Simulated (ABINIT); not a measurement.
# Quasiparticle gap of H4C (I-43m) in ABINIT

Wanted: ground state, empty states, screening and self-energy for H4C (I-43m).

Calculated with ABINIT 10.8.3; LDA and many-body steps on it, plane waves.

Most raw output is cut from this account.

**1. Starting point**

Symmetry: I-43m, No. 217, cubic system. Conventional cell: a = 4.958 Å, b = 4.958 Å, c = 4.958 Å, α = 90.00°, β = 90.00°, γ = 90.00°. Nearest to H lie 1 C at 1.09 Å. C has 4 H at 1.09 Å nearest. Farther neighbours are not listed.

The cell and positions are those that the Materials Project relaxed with its own functionals (PBE, PBE+U or r2SCAN), kept fixed.

**2. Ground state**

This step: ABINIT 10.8.3; DFT, LDA, plane waves, norm-conserving pseudopotentials.

The ground-state density comes first.

Input file run.abi:

```
acell 3*1.0 Angstrom
rprim 
  -2.478924680900 2.478924680900 2.478924680900
  2.478924680900 -2.478924680900 2.478924680900
  2.478924680900 2.478924680900 -2.478924680900
ntypat 2
znucl 1 6
natom 5
typat 1 1 1 1 2
xred 
  0.000000000000 0.000000000000 0.746312870000
  0.746312870000 0.000000000000 0.000000000000
  0.000000000000 0.746312870000 0.000000000000
  0.253687130000 0.253687130000 0.253687130000
  0.000000000000 0.000000000000 0.000000000000
pp_dirpath "pseudos"
pseudos "H.upf, C.upf"
ecut 37
ngkpt 6 6 6
nshiftk 1
shiftk 0 0 0
kptopt 1
chksymbreak 0
nband 10
occopt 1
tolvrs 1e-10
nstep 60
prtwf 0
optforces 0
optstress 0
indata_prefix "in"
outdata_prefix "out"
tmpdata_prefix "tmp"
```

On the command line:

```bash
OMP_NUM_THREADS=1 mpirun -n 4 abinit run.abi > log
```

It took 7.1 s on 4 MPI ranks of Arm Neoverse V1, shared host; peak memory 0.38 GiB.

Numbers from this step:

```
total energy               : -227.4597 eV
gap                        : 7.292 eV
k of the valence top       : 0, 0, 0
k of the conduction bottom : 0, 0, 0
least direct gap           : 7.292 eV
```

The gap is direct, at Γ.

**3. Bands along the symmetry lines**

Levels along a band path, at the cheap level, show where the edges lie and whether the meshes to come will hold them.

Input file run.abi:

```
acell 3*1.0 Angstrom
rprim 
  -2.478924680900 2.478924680900 2.478924680900
  2.478924680900 -2.478924680900 2.478924680900
  2.478924680900 2.478924680900 -2.478924680900
ntypat 2
znucl 1 6
natom 5
typat 1 1 1 1 2
xred 
  0.000000000000 0.000000000000 0.746312870000
  0.746312870000 0.000000000000 0.000000000000
  0.000000000000 0.746312870000 0.000000000000
  0.253687130000 0.253687130000 0.253687130000
  0.000000000000 0.000000000000 0.000000000000
pp_dirpath "pseudos"
pseudos "H.upf, C.upf"
ecut 37
iscf -2
irdden 1
kptopt 0
nkpt 50
kpt 
  0.00000000 0.00000000 0.00000000
  0.06250000 -0.06250000 0.06250000
  0.12500000 -0.12500000 0.12500000
  0.18750000 -0.18750000 0.18750000
  0.25000000 -0.25000000 0.25000000
  0.31250000 -0.31250000 0.31250000
  0.37500000 -0.37500000 0.37500000
  0.43750000 -0.43750000 0.43750000
  0.50000000 -0.50000000 0.50000000
  0.43750000 -0.43750000 0.50000000
  0.37500000 -0.37500000 0.50000000
  0.31250000 -0.31250000 0.50000000
  0.25000000 -0.25000000 0.50000000
  0.18750000 -0.18750000 0.50000000
  0.12500000 -0.12500000 0.50000000
  0.06250000 -0.06250000 0.50000000
  0.00000000 0.00000000 0.50000000
  0.00000000 0.00000000 0.43750000
  0.00000000 0.00000000 0.37500000
  0.00000000 0.00000000 0.31250000
  0.00000000 0.00000000 0.25000000
  0.00000000 0.00000000 0.18750000
  0.00000000 0.00000000 0.12500000
  0.00000000 0.00000000 0.06250000
  0.00000000 0.00000000 0.00000000
  0.03125000 0.03125000 0.03125000
  0.06250000 0.06250000 0.06250000
  0.09375000 0.09375000 0.09375000
  0.12500000 0.12500000 0.12500000
  0.15625000 0.15625000 0.15625000
  0.18750000 0.18750000 0.18750000
  0.21875000 0.21875000 0.21875000
  0.25000000 0.25000000 0.25000000
  0.28125000 0.15625000 0.28125000
  0.31250000 0.06250000 0.31250000
  0.34375000 -0.03125000 0.34375000
  0.37500000 -0.12500000 0.37500000
  0.40625000 -0.21875000 0.40625000
  0.43750000 -0.31250000 0.43750000
  0.46875000 -0.40625000 0.46875000
  0.50000000 -0.50000000 0.50000000
  0.25000000 0.25000000 0.25000000
  0.21875000 0.21875000 0.28125000
  0.18750000 0.18750000 0.31250000
  0.15625000 0.15625000 0.34375000
  0.12500000 0.12500000 0.37500000
  0.09375000 0.09375000 0.40625000
  0.06250000 0.06250000 0.43750000
  0.03125000 0.03125000 0.46875000
  -0.00000000 0.00000000 0.50000000
istwfk *1
nband 11
nbdbuf 2
tolwfr 1e-08
nstep 40
prtwf 0
prtvol 0
indata_prefix "in"
outdata_prefix "out"
tmpdata_prefix "tmp"
```

Wall time 8.2 s (4 MPI ranks); peak memory 0.34 GiB; 32 s of CPU time.

Numbers from this step:

* gap: 7.292 eV
* k of the valence top: 0, 0, 0
* k of the conduction bottom: 0, 0, 0
* least direct gap: 7.292 eV

The gap is 7.292 eV, as in the run before at this level.

The electronic bands at the labelled points (eV, zero at the top of the highest filled band; v1 is the highest filled band, c1 the lowest empty one):

```tsv
point	v4	v3	v2	v1	c1	c2	c3	c4
Γ	-8.08	0.00	0.00	0.00	7.29	12.25	12.25	12.25
halfway	-7.88	-0.45	-0.29	-0.29	9.05	11.92	12.10	12.10
H	-7.69	-0.58	-0.58	-0.58	10.41	10.41	13.38	13.38
halfway	-7.77	-0.71	-0.43	-0.31	10.28	10.56	12.01	12.50
N	-7.85	-0.83	-0.27	-0.02	9.30	10.70	10.97	15.27
halfway	-7.97	-0.43	-0.14	-0.01	8.22	11.49	11.50	13.38
Γ	-8.08	0.00	0.00	0.00	7.29	12.25	12.25	12.25
halfway	-7.93	-0.55	-0.11	-0.11	8.62	11.13	11.13	13.95
P	-7.83	-0.43	-0.43	-0.43	10.46	10.46	10.46	13.10
halfway	-7.79	-0.61	-0.61	-0.17	10.61	10.61	10.63	14.30
H	-7.69	-0.58	-0.58	-0.58	10.41	10.41	13.38	13.38
jump to P	-7.83	-0.43	-0.43	-0.43	10.46	10.46	10.46	13.10
halfway	-7.84	-0.71	-0.35	-0.14	9.79	10.58	10.68	14.15
N	-7.85	-0.83	-0.27	-0.02	9.30	10.70	10.97	15.27
```

**4. Empty states on the mesh, 4×4×4 mesh, 33 bands**

The sums over transitions need many empty states on a uniform mesh; this step solves for them.

Input file run.abi:

```
acell 3*1.0 Angstrom
rprim 
  -2.478924680900 2.478924680900 2.478924680900
  2.478924680900 -2.478924680900 2.478924680900
  2.478924680900 2.478924680900 -2.478924680900
ntypat 2
znucl 1 6
natom 5
typat 1 1 1 1 2
xred 
  0.000000000000 0.000000000000 0.746312870000
  0.746312870000 0.000000000000 0.000000000000
  0.000000000000 0.746312870000 0.000000000000
  0.253687130000 0.253687130000 0.253687130000
  0.000000000000 0.000000000000 0.000000000000
pp_dirpath "pseudos"
pseudos "H.upf, C.upf"
ecut 37
ngkpt 4 4 4
nshiftk 1
shiftk 0 0 0
kptopt 1
chksymbreak 0
iscf -2
irdden 1
istwfk *1
nband 33
nbdbuf 4
tolwfr 1e-09
nstep 60
prtvol 0
indata_prefix "in"
outdata_prefix "out"
tmpdata_prefix "tmp"
```

It took 8.2 s on 4 MPI ranks; peak memory 0.33 GiB; 33 s of CPU time.

Numbers from this step:

* gap: 7.292 eV
* k of the valence top: 0, 0, 0
* k of the conduction bottom: 0, 0, 0
* least direct gap: 7.292 eV
* k points computed: 8
* lowest point of the top converged band, above the valence top: 33.18 eV

On this mesh the gap is 7.292 eV.

**5. Screening, 4×4×4 mesh, 29 bands, screening to 87.1 eV**

The RPA dielectric matrix is built and inverted for each q.

This step: RPA screening on LDA, plane waves, norm-conserving pseudopotentials.

Edit run.abi of step 4 so:

```diff
@@ -23,10 +23,11 @@
 chksymbreak 0
-iscf -2
-irdden 1
 istwfk *1
-nband 33
-nbdbuf 4
-tolwfr 1e-09
-nstep 60
-prtvol 0
+occopt 1
+irdwfk 1
+optdriver 3
+nband 29
+ecuteps 3.2
+inclvkb 2
+awtr 1
+symchi 1
 indata_prefix "in"
```

It took 3.7 s on 4 MPI ranks; peak memory 0.46 GiB; 15 s of CPU time.

Numbers from this step:

```
ε∞ with local fields, on this mesh, along the program's q direction : 1.609
the same without local fields                                       : 1.809
plasma frequency                                                    : 13.45 eV
plane waves in the screening matrix                                 : 135
```

Local fields lower ε∞ by 11 %.

**6. Self-energy, 4×4×4 mesh, 29 bands, screening to 87.1 eV**

The self-energy is evaluated for the states that the input lists, and the levels follow from it, in one-shot runs by the linearised quasiparticle equation.

This step: G0W0 on LDA, plane waves, norm-conserving pseudopotentials.

Edit run.abi of step 5 so:

```diff
@@ -26,8 +26,15 @@
 irdwfk 1
-optdriver 3
+optdriver 4
 nband 29
+gwcalctyp 0
+ecutsigx 37
+symsigma 1
+nkptgw 1
+kptgw 
+  0.0000000000 0.0000000000 0.0000000000
+bdgw 
+  2 8
 ecuteps 3.2
-inclvkb 2
-awtr 1
-symchi 1
+irdscr 1
+ppmodel 1
 indata_prefix "in"
```

Run time: 2.5 s. Hardware: 4 MPI ranks; peak memory 0.12 GiB; 9.8 s of CPU time.

Numbers from this step:

- G0W0 gap on the points computed: 11.60 eV
- starting gap on the mesh: 7.292 eV
- k of the valence top: 0, 0, 0
- k of the conduction bottom: 0, 0, 0
- Z at the valence top: 0.845
- Z at the conduction bottom: 0.899
- least direct G0W0 gap on the computed points: 11.60 eV

The gap on the mesh goes from 7.29 eV to 11.60 eV, a correction of +4.31 eV.

Limits: finite bands, cutoff and mesh. v1 is the top filled band, c1 the lowest empty one. Levels before and after the correction, in eV, zero at the valence-band top of each column:

```tsv
	conduction bottom	valence top
Kohn-Sham	7.29	0.00
G0W0	11.60	0.00
```

```tsv
	level	energy (eV)
Kohn-Sham	Γ v3-v1	0.000
Kohn-Sham	Γ c1	7.292
Kohn-Sham	Γ c2-c4	12.251
G0W0	Γ v3-v1	0.000
G0W0	Γ c1	11.598
G0W0	Γ c2-c4	17.462
```

**7. Where the time went**

Times are wall times on 4 MPI ranks of Arm Neoverse V1, shared host, good to a factor of about two.

```tsv
step	time	share	memory (GiB)
ground state	7.1 s	24 %	0.38
bands along the symmetry lines	8.2 s	27 %	0.34
empty states on the mesh	8.2 s	28 %	0.33
screening	3.7 s	13 %	0.46
self-energy	2.5 s	8 %	0.12
```

**8. What came out**

| Item | Value |
| --- | --- |
| LDA gap | 7.29 eV, direct |
| G0W0 gap on the mesh | 11.60 eV |
| GW settings | 4×4×4 mesh, 29 bands, screening to 87.1 eV, Godby-Needs plasmon pole |
| known limits | not at the basis limit |

**Reading.** G0W0 moves the gap on the mesh from 7.29 eV to 11.60 eV (+4.31 eV), with Z of 0.84 and 0.90 at the edges. Local fields lower the RPA ε∞ on this mesh from 1.81 to 1.61. Only 1 of the mesh's irreducible points was corrected, so a valley elsewhere could overtake. Bands and cutoff are finite, so the gap is not at the basis limit. The miss can reach some tenths of an eV and take either sign; the mesh is an error of its own. In the G0W0 run levels were corrected at 1 k point alone, so a gap called «on the mesh» is the least over those, and an edge elsewhere would be missed.

[Paths, hosts, dates, memory and timing lines, banners, echoed tables and standing remarks are left out of the program output.]

[Logs are printed without paths, hosts, clocks, repeated set-up lines and the standing remarks that a program may print on its own settings, such as how far it seeks lower states.]

[Runs of the session that timed out or met a known fault of the program may be left out.]

[Hosts, paths, dates, database ids (printed as entryN), source tags and the programs' standing remarks are cut or masked in the printed files.]

[G0W0 gaps are taken among the corrected bands and points alone; a level outside them can change the order at an edge.]

[Where Ansatz stands beside ABINIT at settings called matched, ABINIT's density can come from a denser mesh and the files from another edition; pairs whose starting gaps differed by over 0.03 eV were left out, so agreement reads better than it is.]
